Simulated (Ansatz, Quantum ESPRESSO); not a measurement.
# 1T-SiSSe, 1 layer: response to a perpendicular field, part 7 of 7

Aim: how 1T-SiSSe, 1 layer screens a field along its normal, and what the field does to its bands.

Quantum ESPRESSO 7.5; plane-wave DFT, vdW-DF-cx, GBRV ultrasoft pseudopotentials made under PBE; geometry and cross-check by Ansatz 0.2.0 with PAW datasets.

So far. Step 14 (Valence density): The density integrates to 16.000 electrons, as the 16 of the input ask. Step 19 (The same in Ansatz: field 0.1 V/Å): At 0.1 V/Å Ansatz's dipole is 0.0081 e Å against 0.0097 from pw.x, under another functional.

### Step 23. Ground state, with degauss = 0.2

One more run, with a changed input.

Input file f1.bad.in:

```
&control
  prefix = 'f1.bad'
  outdir = './out'
  pseudo_dir = './pseudo'
  calculation = 'scf'
  tprnfor = .true.
  tefield = .true.
  dipfield = .true.
/
&system
  ibrav = 0
  nat = 3
  ntyp = 3
  ecutwfc = 40
  ecutrho = 200
  input_dft = 'vdw-df-cx'
  occupations = 'smearing'
  smearing = 'fd'
  degauss = 0.2
  edir = 3
  emaxpos = 0.97
  eopreg = 0.04
  eamp = 0.00194469
/
&electrons
  conv_thr = 1e-09
  mixing_beta = 0.4
  electron_maxstep = 50
  mixing_mode = 'plain'
/
ATOMIC_SPECIES
  Se  78.9710  se_pbe_v1.uspp.F.UPF
  Si  28.0850  si_pbe_v1.uspp.F.UPF
  S   32.0600  s_pbe_v1.4.uspp.F.UPF
CELL_PARAMETERS angstrom
  3.40598884481238 0.00000000000000 0.00000000000000
  -1.70299442240619 2.94967286461394 -0.00000000000000
  0.00000000000000 -0.00000000000000 18.92364339760000
ATOMIC_POSITIONS crystal
  Se  0.666666666667 0.333333333333 0.426942135683
  Si  0.000000000000 -0.000000000000 0.503882251170
  S   0.333333333333 0.666666666667 0.572737004946
K_POINTS automatic
  12 12 1 0 0 0
```

Command:

```console
$ OMP_NUM_THREADS=1 mpirun -n 4 pw.x -nk 4 -in f1.bad.in > f1.bad.out
```

The log of the run:

```text
[banner, memory and clock lines left out]
Program PWSCF v.7.5 starts
[citation notice left out]

[...]
bravais-lattice index     =            0
     lattice parameter (alat)  =       6.4364  a.u.
     unit-cell volume          =    1282.9757 (a.u.)^3
     number of atoms/cell      =            3
     number of atomic types    =            3
     number of electrons       =        16.00
     number of Kohn-Sham states=           12
     kinetic-energy cutoff     =      40.0000  Ry
     charge density cutoff     =     200.0000  Ry
     scf convergence threshold =      1.0E-09
     mixing beta               =       0.4000
     number of iterations used =            8  plain     mixing
     Exchange-correlation= VDW-DF-CX
                           (   1   4  27   0   1   0   0)

[...]
PseudoPot. # 1 for Se read from file:
     ./pseudo/se_pbe_v1.uspp.F.UPF
     Pseudo is Ultrasoft + core correction, Zval =  6.0
     Generated by new atomic code, or converted to UPF format
     Using radial grid of  877 points,  6 beta functions with:
                l(1) =   0
                l(2) =   0
                l(3) =   1
                l(4) =   1
                l(5) =   2
                l(6) =   2
     Q(r) pseudized with  8 coefficients,  rinner =    1.300   1.300   1.300
                                                       1.300   1.300

     PseudoPot. # 2 for Si read from file:
     ./pseudo/si_pbe_v1.uspp.F.UPF
     Pseudo is Ultrasoft + core correction, Zval =  4.0
     Generated by new atomic code, or converted to UPF format
     Using radial grid of  899 points,  6 beta functions with:
                l(1) =   0
                l(2) =   0
                l(3) =   1
                l(4) =   1
                l(5) =   2
                l(6) =   2
     Q(r) pseudized with  8 coefficients,  rinner =    0.900   0.900   0.900
                                                       0.900   0.900

     PseudoPot. # 3 for S  read from file:
     ./pseudo/s_pbe_v1.4.uspp.F.UPF
     Pseudo is Ultrasoft + core correction, Zval =  6.0
     Generated by new atomic code, or converted to UPF format
     Using radial grid of  907 points,  6 beta functions with:
                l(1) =   0
                l(2) =   0
                l(3) =   1
                l(4) =   1
                l(5) =   2
                l(6) =   2
     Q(r) pseudized with  8 coefficients,  rinner =    1.300   1.300   1.300
                                                       1.300   1.300

     atomic species   valence    mass     pseudopotential
     Se                6.00    78.97100     Se( 1.00)
     Si                4.00    28.08500     Si( 1.00)
     S                 6.00    32.06000     S ( 1.00)

     No symmetry found

[...]
number of k points=    74  Fermi-Dirac smearing, width (Ry)=  0.2000
[...]
Dense  grid:    61343 G-vectors     FFT dimensions: (  30,  30, 162)

     Smooth grid:    43685 G-vectors     FFT dimensions: (  25,  25, 144)

     Initial potential from superposition of free atoms

     starting charge      15.9992, renormalised to      16.0000

     negative rho (up, down):  3.737E-04 0.000E+00

     %%%%%%%%%%%%%%%%%%%%%%%%%%%%%%%%%%%%%%%%%%%%%%%%%%%%%%%%%%%%%%%%%%%%%%%%
     %                                                                      %
     % You are using vdW-DF, which was implemented by the Thonhauser group. %
     % possible and the two reviews that describe the various versions:     %
     %                                                                      %
     %                                                                      %
     % If you are calculating stress with vdW-DF, please also cite:         %
     %                                                                      %
     %                                                                      %
     %%%%%%%%%%%%%%%%%%%%%%%%%%%%%%%%%%%%%%%%%%%%%%%%%%%%%%%%%%%%%%%%%%%%%%%%

     %%%%%%%%%%%%%%%%%%%%%%%%%%%%%%%%%%%%%%%%%%%%%%%%%%%%%%%%%%%%%%%%%%%%%%%%
     %                                                                      %
     %  vdW-DF NEWS:                                                        %
     %                                                                      %
     %  * vdW-DF3 is now available. DOI: 10.1021/acs.jctc.0c00471           %
     %    use with input_dft = 'vdW-DF3-opt1' or 'vdW-DF3-opt2'             %
     %                                                                      %
     %  * Unscreened and range-separated hybrid vdW-DF-cx functionals       %
     %    DOI: 10.1063/1.4986522 and 10.1088/1361-648X/ac2ad2               %
     %    use with input_dft = 'vdW-DF-cx0'    and 'vdW-DF-ahcx'            %
     %  * Unscreened and range-separated hybrid vdW-DF2-b86r functionals    %
     %    DOI: 10.1063/1.4986522 and DOI: 10.1103/PhysRevX.12.041003        %
     %    use with input_dft = 'vdW-DF2-br0' and 'vdW-DF2-ahbr'             %
     %                                                                      %
     %%%%%%%%%%%%%%%%%%%%%%%%%%%%%%%%%%%%%%%%%%%%%%%%%%%%%%%%%%%%%%%%%%%%%%%%

     Adding external electric field

     Computed dipole along edir(3) :
        Dipole               -0.0000 Ry au,         -0.0000 Debye
        Dipole field         -0.0000 Ry au,

        E field amplitude [Ha a.u.]:  1.9447E-03
        Potential amp.        0.1335 Ry
        Total length         34.3301 bohr

     Starting wfcs are   12 randomized atomic wfcs

     per-process dynamical memory:    59.9 Mb

     Self-consistent Calculation

     iteration #  1     ecut=    40.00 Ry     beta= 0.40
     Davidson diagonalization with overlap
     ethr =  1.00E-02,  avg # of iterations =  3.5

     Threshold (ethr) on eigenvalues was too large:
     Diagonalizing with lowered threshold

     Davidson diagonalization with overlap
     ethr =  1.04E-04,  avg # of iterations = 12.1

     negative rho (up, down):  1.128E-04 0.000E+00

     Adding external electric field

     Computed dipole along edir(3) :
        Dipole                0.1717 Ry au,          0.4363 Debye
        Dipole field          0.0017 Ry au,

        E field amplitude [Ha a.u.]:  1.9447E-03
        Potential amp.        0.0181 Ry
        Total length         34.3301 bohr

     total energy              =     -78.07057898 Ry
     estimated scf accuracy    <       0.02234250 Ry

     iteration #  2     ecut=    40.00 Ry     beta= 0.40
[...]
negative rho (up, down):  3.856E-05 0.000E+00

[...]
Dipole               -0.0038 Ry au,         -0.0097 Debye
[...]
E field amplitude [Ha a.u.]:  1.9447E-03
[...]
total energy              =     -78.06752961 Ry
     estimated scf accuracy    <       0.03856818 Ry

     iteration #  3     ecut=    40.00 Ry     beta= 0.40
[...]
negative rho (up, down):  1.453E-05 0.000E+00

[...]
Dipole                0.0817 Ry au,          0.2077 Debye
[...]
E field amplitude [Ha a.u.]:  1.9447E-03
[...]
total energy              =     -78.07128342 Ry
     estimated scf accuracy    <       0.05664980 Ry

     iteration #  4     ecut=    40.00 Ry     beta= 0.40
[...]
negative rho (up, down):  1.938E-05 0.000E+00

[...]
Dipole                0.0804 Ry au,          0.2044 Debye
[...]
E field amplitude [Ha a.u.]:  1.9447E-03
[...]
total energy              =     -78.07496915 Ry
     estimated scf accuracy    <       0.00180895 Ry

     iteration #  5     ecut=    40.00 Ry     beta= 0.40
[...]
negative rho (up, down):  3.256E-05 0.000E+00

[...]
Dipole                0.0864 Ry au,          0.2197 Debye
[...]
E field amplitude [Ha a.u.]:  1.9447E-03
[...]
total energy              =     -78.07524721 Ry
     estimated scf accuracy    <       0.00027835 Ry

     iteration #  6     ecut=    40.00 Ry     beta= 0.40
[...]
negative rho (up, down):  3.744E-05 0.000E+00

[...]
Dipole                0.0854 Ry au,          0.2172 Debye
[...]
E field amplitude [Ha a.u.]:  1.9447E-03
[...]
total energy              =     -78.07529527 Ry
     estimated scf accuracy    <       0.00003528 Ry

[...]
iteration # 10     ecut=    40.00 Ry     beta= 0.40
[...]
negative rho (up, down):  4.181E-05 0.000E+00

[...]
Dipole                0.0840 Ry au,          0.2136 Debye
[...]
E field amplitude [Ha a.u.]:  1.9447E-03
[...]
total energy              =     -78.07540492 Ry
     estimated scf accuracy    <       0.00000018 Ry

     iteration # 11     ecut=    40.00 Ry     beta= 0.40
[...]
negative rho (up, down):  4.190E-05 0.000E+00

[...]
Dipole                0.0841 Ry au,          0.2137 Debye
[...]
E field amplitude [Ha a.u.]:  1.9447E-03
[...]
total energy              =     -78.07540496 Ry
     estimated scf accuracy    <       0.00000001 Ry

     iteration # 12     ecut=    40.00 Ry     beta= 0.40
[...]
negative rho (up, down):  4.212E-05 0.000E+00

[...]
Dipole                0.0840 Ry au,          0.2136 Debye
[...]
E field amplitude [Ha a.u.]:  1.9447E-03
[...]
total energy              =     -78.07540498 Ry
     estimated scf accuracy    <          3.8E-09 Ry

     iteration # 13     ecut=    40.00 Ry     beta= 0.40
[...]
negative rho (up, down):  4.210E-05 0.000E+00

[...]
Dipole                0.0842 Ry au,          0.2140 Debye
[...]
E field amplitude [Ha a.u.]:  1.9447E-03
[...]
End of self-consistent calculation

          k = 0.0000 0.0000 0.0000 (  5519 PWs)   bands (ev):

   -18.2841 -16.1612  -8.8422  -4.5473  -4.1354  -4.1354  -3.2035  -3.2035
    -0.1497   0.9894   1.7784   1.7784

          k = 0.0000 0.0962 0.0000 (  5525 PWs)   bands (ev):

   -18.1911 -16.0987  -8.8057  -4.8745  -4.4751  -4.3883  -3.7392  -3.1649
     0.2404   1.3724   1.8311   1.9679

[...]
the Fermi energy is    -1.3935 ev

!    total energy              =     -78.07540504 Ry
     estimated scf accuracy    <          8.8E-10 Ry
     smearing contrib. (-TS)   =      -1.86644869 Ry
     internal energy E=F+TS    =     -76.20895635 Ry

     The total energy is F=E-TS. E is the sum of the following terms:
     one-electron contribution =    -295.63666083 Ry
     hartree contribution      =     151.00000944 Ry
     xc contribution           =     -42.15871318 Ry
     ewald contribution        =     110.58666629 Ry
     electric field correction =      -0.00025807 Ry

     convergence has been achieved in  13 iterations

     negative rho (up, down):  4.210E-05 0.000E+00

     Forces acting on atoms (cartesian axes, Ry/au):

     atom    1 type  1   force =     0.00000006   -0.00000003   -0.12443648
     atom    2 type  2   force =    -0.00000008    0.00000005    0.04159108
     atom    3 type  3   force =     0.00000003   -0.00000002    0.08284541

     Total force =     0.155170     Total SCF correction =     0.000088

[...]
```

It took 51 s on 4 MPI ranks of Arm Neoverse V2, shared host; peak memory 0.61 GiB.

Residual by cycle:

cycle, log10 residual and a bar from the least value:
```
        1       -1.7 ############################
        2       -1.4 #############################
        3       -1.2 ##############################
        4       -2.7 ########################
        5       -3.6 #####################
        6       -4.5 ##################
        8       -5.5 ##############
        9       -6.4 ##########
       10       -6.7 #########
       11       -8.0 ####
       12       -8.4 ##
       13       -9.1
```

The cycle converged. A setting was moved off its sound value on purpose, so this run is a test.

The fault put into the input: a smearing typed in eV where Ry are read (system.degauss = 0.2).

Beside the run it was changed from:

| quantity | this run | unchanged run | difference |
| --- | --- | --- | --- |
| dipole along the normal (e·Å) | 0.04455 | 0.009681 | 0.035 |
| free energy (eV) | -1062.270 | -1049.373 | -13 |
| wall time (s) | 51 | 42 |  |
| SCF iterations | 13 | 10 |  |

The free energy moves by -4.3e+03 meV an atom.

This run starts from superposed atoms, the unchanged one from a saved density, so their iteration counts don't compare.

The free energy holds the smearing's entropy term, so it moves with degauss by construction.

The physical values in this table move by up to 3.6e+02 %.

### Step 24. A check by hand

α = Δp/E = (0.00968 − (-0.01730)) e Å / 0.1 V/Å = 0.2698 e Å²/V; times e/(4πε₀) = 14.40 V Å this is 3.885 Å³. With A = 10.047 Å², 4πα/A = 4.860 Å.

### Step 25. Outcome

```
polarisability along the normal, a cell    : 3.89 Å³
sheet polarisability 4πα/A                 : 4.86 Å
dipole without a field                     : -0.0173 e·Å
Kohn-Sham ionisation potential, upper face : 6.11 eV
gap along the path at 0 V/Å                : 0.68 eV
gap along the path at 0.2 V/Å              : 0.69 eV
gap along the path at -0.2 V/Å             : 0.67 eV
```

In words: The sheet answers a field with a polarisability of 3.89 Å³ a cell, or 4πα/A = 4.86 Å (vdW-DF-cx, GBRV ultrasoft (made under PBE)). In pw.x the dipole follows the field linearly over the range tried. A perfect conductor 4.86 Å thick would screen alike; the outer atoms lie 2.76 Å apart. At 0.1 V/Å the sheet takes 0.486 eV off the potential drop. At 0.2 V/Å the gap along the path is unchanged within 0.01 eV. Quantum ESPRESSO and Ansatz give 3.885 and 3.864 Å³ for the polarisability (pw.x from 0 and 0.1 V/Å, Ansatz from ±0.1 V/Å, under PBE), which agree. The ions stay at their zero-field places, so this is the electrons' response alone. Semilocal gaps are too small, and in strong fields empty levels can belong to the vacuum. Spin-orbit coupling is left out; depending on the atoms that carry the levels of interest, it can split and shift them by tens to hundreds of meV.

[Logs are printed without paths, hosts, clocks, repeated set-up lines and the standing remarks that a program may print on its own settings, such as how far it seeks lower states.]

[Hosts, paths, dates, database ids (printed as entryN), source tags and the programs' standing remarks are cut or masked in the printed files.]

[Maps of the electrostatic potential energy from Ansatz leave out the sawtooth potential of an applied field or a dipole correction, so their vacuum need not be flat; planar profiles and work functions include it.]
